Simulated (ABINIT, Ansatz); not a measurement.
**A GW run on TiO2 (Anatase) in ABINIT, with inputs changed**

What do changed inputs do to GW on TiO2 (Anatase)?

Method: PBE and many-body steps on it, plane waves, in ABINIT 10.8.3.

## Step 1: The starting structure

It takes space group I4_1/amd (No. 141, tetragonal). The conventional cell has a = 3.784 Å, b = 3.784 Å, c = 9.515 Å, α = 90.00°, β = 90.00°, γ = 90.00°. Ti has 6 O at 1.93 to 1.98 Å nearest. O has 3 Ti at 1.93 to 1.98 Å nearest. Farther neighbours and most contacts between anions are not listed.

The cell and positions come from the Crystallography Open Database and are kept as given unless a step says otherwise.

## Step 2: Screening, 4×4×4 mesh, 106 bands, screening to 141.5 eV

This step: ABINIT 10.8.3; RPA screening on PBE, plane waves, norm-conserving pseudopotentials.

The RPA dielectric matrix is built and inverted for each q.

The input, run.abi:

```
acell 3*1.0 Angstrom
rprim 
  -1.892100000000 1.892100000000 4.757300000000
  1.892100000000 -1.892100000000 4.757300000000
  1.892100000000 1.892100000000 -4.757300000000
ntypat 2
znucl 22 8
natom 6
typat 1 1 2 2 2 2
xred 
  0.000000000000 0.000000000000 0.000000000000
  0.750000000000 0.250000000000 0.500000000000
  0.208100000000 0.208100000000 0.000000000000
  0.958100000000 0.458100000000 0.500000000000
  0.541900000000 0.041900000000 0.500000000000
  0.791900000000 0.791900000000 0.000000000000
pp_dirpath "pseudos"
pseudos "Ti.upf, O.upf"
ecut 38
ngkpt 4 4 4
nshiftk 1
shiftk 0 0 0
kptopt 1
chksymbreak 0
istwfk *1
occopt 1
irdwfk 1
optdriver 3
nband 106
ecuteps 5.2
inclvkb 2
awtr 1
symchi 1
indata_prefix "in"
outdata_prefix "out"
tmpdata_prefix "tmp"
```

Launch:

```sh
$ OMP_NUM_THREADS=1 mpirun -n 4 abinit run.abi > log
```

Log:

```text
.Version 10.8.3 of ABINIT. v10.8.2 released Aug 2026.

 Symmetries : space group I4_1/a m d (#141); Bravais tI (body-center tetrag.)
[... echo of the input left out ...]
== DATASET  1 ==================================================================
-   mpi_nproc: 4, omp_nthreads: 1 (-1 if OMP is not activated)

--- !DatasetInfo
iteration_state: {dtset: 1, }
dimensions: {natom: 6, nkpt: 13, mband: 106, nsppol: 1, nspinor: 1, nspden: 1, mpw: 5174, }
cutoff_energies: {ecut:  38.0, pawecutdg:  -1.0, }
electrons: {nelect:   4.80000000E+01, charge:   0.00000000E+00, occopt:   1.00000000E+00, tsmear:   1.00000000E-02, }

 SCREENING: Calculation of the susceptibility and dielectric matrices

 Based on a program developped by R.W. Godby, V. Olevano, G. Onida, and L. Reining.
 Incorporated in ABINIT by V. Olevano, G.-M. Rignanese, and M. Torrent.
.Using double precision arithmetic ; gwpc =  8

[... cell and pseudopotentials left out ...]
--------------------------------------------------------------------------------

 ==== K-mesh for the wavefunctions ====
 Number of points in the irreducible wedge :    13
[... list of points left out ...]
 Together with 16 symmetry operations and time-reversal symmetry
 yields    64 points in the full Brillouin Zone.

 ==== Q-mesh for the screening function ====
 Number of points in the irreducible wedge :    13
[... list of points left out ...]
 Together with 16 symmetry operations and time-reversal symmetry
 yields    64 points in the full Brillouin Zone.

 setmesh: FFT mesh size selected  =    72x   72x   72
          total number of points  =       373248

 vcoul_init : cutoff-mode = AUXILIARY_FUNCTION
 q-points for optical limit:   1
     1)      0.000010    0.000020    0.000030

- screening: taking advantage of time-reversal symmetry
- Maximum band index for partially occupied states nbvw = 24
- Remaining bands to be divided among processors   nbcw = 82
- Number of bands treated by each node ~20

 Number of electrons calculated from density =   48.0000; Expected =   48.0000
 average of density, n =  0.104409
 r_s =    1.3174
 omega_plasma =   31.1690 [eV]

 calculating chi0 at frequencies [eV] :
  1    0.000000E+00    0.000000E+00
  2    0.000000E+00    3.116905E+01

--------------------------------------------------------------------------------
  q-point number  1        q = ( 0.000000, 0.000000, 0.000000) [r.l.u.]
--------------------------------------------------------------------------------
[... chi0 elements left out ...]
 For q-point:  0.000010 0.000020 0.000030
  dielectric constant =   6.6653
  dielectric constant without local fields =   7.0367

  Average fulfillment of the sum rule on Im[epsilon] for q-point    1 :     52.04  [%]
[... wings left out ...]
  q-point number  2        q = ( 0.250000, 0.000000, 0.000000) [r.l.u.]
--------------------------------------------------------------------------------
[... chi0 elements left out ...]
  Average fulfillment of the sum rule on Im[epsilon] for q-point    2 :     63.26  [%]

 [... 11 further q-points ...]
```

It took 24 min on 4 MPI ranks of Arm Neoverse V1, shared host; peak memory 14 GiB.

Numbers from this step:

```yaml
eps_infinity_with_local_fields_on_this_mesh_along_the_program_s_q_direction: 6.665
the_same_without_local_fields: 7.037
plasma_frequency: 31.17 eV
plane_waves_in_the_screening_matrix: 269
```

Local fields lower ε∞ by 5 %.

## Step 3: Base

The self-energy is evaluated for the states that the input lists, and the levels follow from it, in one-shot runs by the linearised quasiparticle equation.

This step: G0W0 on PBE, plane waves, norm-conserving pseudopotentials.

Changes to run.abi since step 2:

```diff
@@ -27,8 +27,19 @@
 irdwfk 1
-optdriver 3
+optdriver 4
 nband 106
+gwcalctyp 0
+ecutsigx 38
+symsigma 1
+nkptgw 3
+kptgw 
+  0.5000000000 0.5000000000 0.0000000000
+  0.0000000000 0.0000000000 0.0000000000
+  -0.2500000000 -0.2500000000 0.2500000000
+bdgw 
+  23 26
+  23 26
+  23 26
 ecuteps 5.2
-inclvkb 2
-awtr 1
-symchi 1
+irdscr 1
+ppmodel 1
 indata_prefix "in"
```

Log:

```text
.Version 10.8.3 of ABINIT. v10.8.2 released Aug 2026.

 Symmetries : space group I4_1/a m d (#141); Bravais tI (body-center tetrag.)
[... echo of the input left out ...]
== DATASET  1 ==================================================================
-   mpi_nproc: 4, omp_nthreads: 1 (-1 if OMP is not activated)

--- !DatasetInfo
iteration_state: {dtset: 1, }
dimensions: {natom: 6, nkpt: 13, mband: 106, nsppol: 1, nspinor: 1, nspden: 1, mpw: 5174, }
cutoff_energies: {ecut:  38.0, pawecutdg:  -1.0, }
electrons: {nelect:   4.80000000E+01, charge:   0.00000000E+00, occopt:   1.00000000E+00, tsmear:   1.00000000E-02, }

 SIGMA: Calculation of the GW corrections

 Based on a program developped by R.W. Godby, V. Olevano, G. Onida, and L. Reining.
 Incorporated in ABINIT by V. Olevano, G.-M. Rignanese, and M. Torrent.
.Using double precision arithmetic ; gwpc =  8

[... cell and pseudopotentials left out ...]
--------------------------------------------------------------------------------

 ==== K-mesh for the wavefunctions ====
 Number of points in the irreducible wedge :    13
[... list of points left out ...]
 Together with 16 symmetry operations and time-reversal symmetry
 yields    64 points in the full Brillouin Zone.

 ==== Q-mesh for screening function ====
 Number of points in the irreducible wedge :    13
[... list of points left out ...]
 Together with 16 symmetry operations and time-reversal symmetry
 yields    64 points in the full Brillouin Zone.

 vcoul_init : cutoff-mode = AUXILIARY_FUNCTION
 q-points for optical limit:   1
     1)      0.000010    0.000020    0.000030
 setmesh: FFT mesh size selected  =    72x   72x   72
          total number of points  =       373248

 Number of electrons calculated from density =   48.0000; Expected =   48.0000
 average of density, n =  0.104409
 r_s =    1.3174
 omega_plasma =   31.1690 [eV]

 === KS Band Gaps ===
  >>>> For spin  1
   Minimum direct gap =   2.4917 [eV], located at k-point      :  -0.2500 -0.2500  0.2500
   Fundamental gap    =   2.1887 [eV], Top of valence bands at :   0.5000  0.5000  0.0000
                                       Bottom of conduction at :   0.0000  0.0000  0.0000
 SIGMA fundamental parameters:
 PLASMON POLE MODEL  1
 number of plane-waves for SigmaX                 5117
 number of plane-waves for SigmaC and W            269
 number of plane-waves for wavefunctions          5117
 number of bands                                   106
 number of independent spin polarizations            1
 number of spinorial components                      1
 number of k-points in IBZ                          13
 number of q-points in IBZ                          13
 number of symmetry operations                      16
 number of k-points in BZ                           64
 number of q-points in BZ                           64
 number of frequencies for dSigma/dE                 9
 frequency step for dSigma/dE [eV]                0.25
 number of omega for Sigma on real axis              0
 max omega for Sigma on real axis  [eV]           0.00
 zcut for avoiding poles [eV]                     0.10

 EPSILON^-1 parameters (SCR file):
 dimension of the eps^-1 matrix on file            269
 dimension of the eps^-1 matrix used               269
 number of plane-waves for wavefunctions          5117
 number of bands                                   106
 number of q-points in IBZ                          13
 number of frequencies                               2
 number of real frequencies                          1
 number of imag frequencies                          1

 matrix elements of self-energy operator (all in [eV])

 Perturbative Calculation

--- !SelfEnergy_ee
iteration_state: {dtset: 1, }
kpoint     : [   0.500,    0.500,    0.000, ]
spin       : 1
KS_gap     :    3.429
QP_gap     :    5.195
Delta_QP_KS:    1.766
data: !SigmaeeData |
     Band     E0 <VxcDFT>   SigX SigC(E0)      Z dSigC/dE  Sig(E)    E-E0       E
       23   4.093 -20.082 -24.797   5.014   0.763  -0.311 -19.854   0.228   4.321
       24   4.093 -20.082 -24.797   5.014   0.763  -0.311 -19.854   0.228   4.321
       25   7.522 -21.007 -12.455  -5.961   0.770  -0.299 -19.013   1.994   9.516
       26   7.522 -21.007 -12.455  -5.961   0.770  -0.299 -19.013   1.994   9.516

--- !SelfEnergy_ee
iteration_state: {dtset: 1, }
kpoint     : [   0.000,    0.000,    0.000, ]
spin       : 1
KS_gap     :    2.617
QP_gap     :    4.220
Delta_QP_KS:    1.603
data: !SigmaeeData |
     Band     E0 <VxcDFT>   SigX SigC(E0)      Z dSigC/dE  Sig(E)    E-E0       E
       23   3.664 -19.550 -24.420   5.067   0.760  -0.315 -19.400   0.150   3.814
       24   3.664 -19.550 -24.420   5.067   0.760  -0.315 -19.400   0.150   3.814
[...]
--- !SelfEnergy_ee
iteration_state: {dtset: 1, }
kpoint     : [  -0.250,   -0.250,    0.250, ]
spin       : 1
KS_gap     :    2.492
QP_gap     :    4.058
Delta_QP_KS:    1.566
data: !SigmaeeData |
     Band     E0 <VxcDFT>   SigX SigC(E0)      Z dSigC/dE  Sig(E)    E-E0       E
[...]
24   3.893 -20.281 -24.944   4.943   0.765  -0.307 -20.067   0.214   4.107
       25   6.385 -19.488 -11.831  -5.387   0.784  -0.275 -17.708   1.780   8.164
       26   6.912 -20.310 -12.031  -5.809   0.777  -0.288 -18.391   1.919   8.830

== END DATASET(S) ==============================================================
================================================================================

 -outvars: echo values of variables after computation  --------
           etotal      0.0000000000E+00
            nband         106
             nkpt          13
          spgroup         141
 [... the other variables as echoed above ...]

 Calculation completed.
```

It took 57 s on 4 MPI ranks; peak memory 9.2 GiB; 3.8 min of CPU time.

Numbers from this step:

```
G0W0 gap on the points computed              : 3.714 eV
starting gap on the mesh                     : 2.189 eV
k of the valence top                         : 0.5, 0.5, 0
k of the conduction bottom                   : 0, 0, 0
Z at the valence top                         : 0.763
Z at the conduction bottom                   : 0.786
least direct G0W0 gap on the computed points : 4.057 eV
```

The gap on the mesh goes from 2.19 eV to 3.71 eV, a correction of +1.53 eV.

## Step 4: Point off the mesh

Changes to run.abi since step 3:

```diff
@@ -32,11 +32,7 @@
 symsigma 1
-nkptgw 3
+nkptgw 1
 kptgw 
-  0.5000000000 0.5000000000 0.0000000000
-  0.0000000000 0.0000000000 0.0000000000
-  -0.2500000000 -0.2500000000 0.2500000000
+  0.137 0.291 0
 bdgw 
-  23 26
-  23 26
-  23 26
+  24 25
 ecuteps 5.2
@@ -47 +43,2 @@
 tmpdata_prefix "tmp"
+gwmem 00
```

Log:

```text
.Version 10.8.3 of ABINIT. v10.8.2 released Aug 2026.

 Symmetries : space group I4_1/a m d (#141); Bravais tI (body-center tetrag.)
================================================================================
 Values of the parameters that define the memory need of the present run
     intxc =       0    ionmov =       0      iscf =       7    lmnmax =       6
     lnmax =       6     mgfft =      60  mpssoang =       3    mqgrid =    3001
     natom =       6  nloc_mem =       1    nspden =       1   nspinor =       1
    nsppol =       1      nsym =      16    n1xccc =    2501    ntypat =       2
    occopt =       1   xclevel =       2
-    mband =         106        mffmem =           1         mkmem =           4
       mpw =        5174          nfft =      216000          nkpt =          13
================================================================================
  Rough estimation (10% accuracy) of disk space for files :
================================================================================

--------------------------------------------------------------------------------
------------- Echo of variables that govern the present computation ------------
--------------------------------------------------------------------------------
 -outvars: echo values of preprocessed input variables --------
            acell      1.8897261259E+00  1.8897261259E+00  1.8897261259E+00 Bohr

             bdgw          24      25
      chksymbreak           0
             ecut      3.80000000E+01 Hartree
          ecuteps      5.20000000E+00 Hartree
         ecutsigx      3.80000000E+01 Hartree
          ecutwfn      3.80000000E+01 Hartree
-          fftalg         312
            gwmem           0
           irdscr           1
           irdwfk           1

[...]
- Ti Generated using ONCVPSP code by D. R. Hamann
- 22.00000  12.00000  171031                  znucl, zion, pspdat
12 -101130 2 -1 1586                          pspcod,pspxc,lmax,lloc,mmax
     nproj     2     2     2
  pspatm : epsatm=   14.68144553
         --- l  ekb(1:nproj) -->
[...]
pspatm: atomic psp has been read  and splines computed

- O Generated using ONCVPSP code by D. R. Hamann
-  8.00000   6.00000  171031                  znucl, zion, pspdat
12 -101130 2 -1 936                           pspcod,pspxc,lmax,lloc,mmax
     nproj     2     2     1
  pspatm : epsatm=    6.19545534
         --- l  ekb(1:nproj) -->
             0    6.056735    0.824024
             1   -4.717130   -1.149271
             2   -1.331955
 pspatm: atomic psp has been read  and splines computed

   2.59894620E+03                                ecore*ucvol(ha*bohr**3)
--------------------------------------------------------------------------------

 ==== K-mesh for the wavefunctions ====
 Number of points in the irreducible wedge :    13
 Reduced coordinates and weights :

     1)     0.00000000E+00  0.00000000E+00  0.00000000E+00       0.01563
     2)     2.50000000E-01  0.00000000E+00  0.00000000E+00       0.12500
     3)     5.00000000E-01  0.00000000E+00  0.00000000E+00       0.06250
[...]
12)    -2.50000000E-01 -2.50000000E-01  2.50000000E-01       0.03125
    13)     5.00000000E-01  5.00000000E-01  5.00000000E-01       0.01563

 Together with 16 symmetry operations and time-reversal symmetry
 yields    64 points in the full Brillouin Zone.

--- !ERROR
message: |
    k-point [ 1.3700E-01,  2.9100E-01,  0.0000E+00]  not in the list of k points treated in the preparatory SCF run.
     Change kptgw, or shiftk of previous run.

--- !ERROR
message: |
    k-point [ 1.3700E-01,  2.9100E-01,  0.0000E+00]  not in the list of k points treated in the preparatory SCF run.
     Change kptgw, or shiftk of previous run.

--- from the log ---
k-point [ 1.3700E-01,  2.9100E-01,  0.0000E+00]  not in the list of k points treated in the preparatory SCF run.
     Change kptgw, or shiftk of previous run.
```

It took 2.1 s on 4 MPI ranks; peak memory 0.05 GiB.

The run stopped with an error after 2.1 s.

The program's words: k-point [ 1.3700E-01,  2.9100E-01,  0.0000E+00]  not in the list of k points treated in the preparatory SCF run. Change kptgw, or shiftk of previous run.

The fault put into this input: point off the mesh.

## Step 5: The runs together

Times are wall times on 4 MPI ranks of Arm Neoverse V1, shared host, good to a factor of about two. A run's time includes the screening step that it read.

```
 run   mesh  bands  screening cutoff (eV)  DFT gap (eV)  gap on the mesh (eV)  direct (eV)  ε∞ used    time
base  4×4×4    106                  141.5         2.189                 3.714        4.057     6.67  25 min
```

## Step 6: Summary of results

```json
{
 "base": "3.714 eV",
 "known limits": "not at the basis limit"
}
```

What this shows: Bands and cutoff are finite, so the gap is not at the basis limit. The miss can reach some tenths of an eV and take either sign; the mesh is an error of its own. In the G0W0 run levels were corrected at 3 k points alone, so a gap called «on the mesh» is the least over those, and an edge elsewhere would be missed.

[Paths, hosts, dates, memory and timing lines, banners, echoed tables and standing remarks are left out of the program output.]

[Logs are printed without paths, hosts, clocks, repeated set-up lines and the standing remarks that a program may print on its own settings, such as how far it seeks lower states.]

[Runs of the session that timed out or met a known fault of the program may be left out.]

[Hosts, paths, dates, database ids (printed as entryN), source tags and the programs' standing remarks are cut or masked in the printed files.]

[G0W0 gaps are taken among the corrected bands and points alone; a level outside them can change the order at an edge.]

[Where Ansatz stands beside ABINIT at settings called matched, ABINIT's density can come from a denser mesh and the files from another edition; pairs whose starting gaps differed by over 0.03 eV were left out, so agreement reads better than it is.]
